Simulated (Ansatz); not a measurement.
# Depolarisation of Y on Be(0001): the Topping model put to the test

In Topping's model the dipole per adsorbate falls as μ = μ₀/(1 + 9αn^(3/2)), with n the density and α a polarisability, so 1/μ is a straight line in n^(3/2).

How it was computed: Ansatz 0.2.0, plane waves with PAW datasets (its set soft_2), PBE; 4 layers at the tabulated experimental lattice constant with the lower two held, adsorbates relaxed from the fcc site, dipole correction. μ is the change of the cell's dipole per adsorbate, positive end outwards.

| run | n^(3/2) (nm⁻³) | 1/μ (1/D) |
| --- | --- | --- |
| 0.0625 ML | 1.61 | 0.201 |
| 0.111 ML | 3.83 | ? |
| 0.25 ML | 12.92 | 1.054 |

Q: Estimate the withheld value from the rows shown.

Two rows fix a line: slope = (1.054 − 0.201) / (12.92 − 1.61) = 0.07542, intercept 0.07957. The intercept gives μ₀ = 1/0.0796 = 12.57 D, and slope over intercept 9α = 0.948 nm³, or α = 105 Å³, an effective value that holds the metal's image. At 3.83 it gives 0.07542 × 3.83 + 0.07957 = 0.368 1/D. Rounding of the rows alone allows about ±0.001 1/D there; two rows can't show whether the line holds.

The run itself gives 0.297 1/D: a miss of −0.071 1/D, or 23.9 % of the value. In dipoles that is 2.72 D predicted against 3.37 D found. A miss this large means that the model doesn't hold over this range, and μ₀ and α above are fit values without physical meaning.

Caveats: Heights and bonding change with coverage, which the model leaves out; its factor is about 9 for square and hexagonal arrays and differs for rectangular ones and rows; and slabs this thin add errors of their own. The test is put only to electropositive adsorbates whose dipole falls by a fifth or more between the two rows shown.
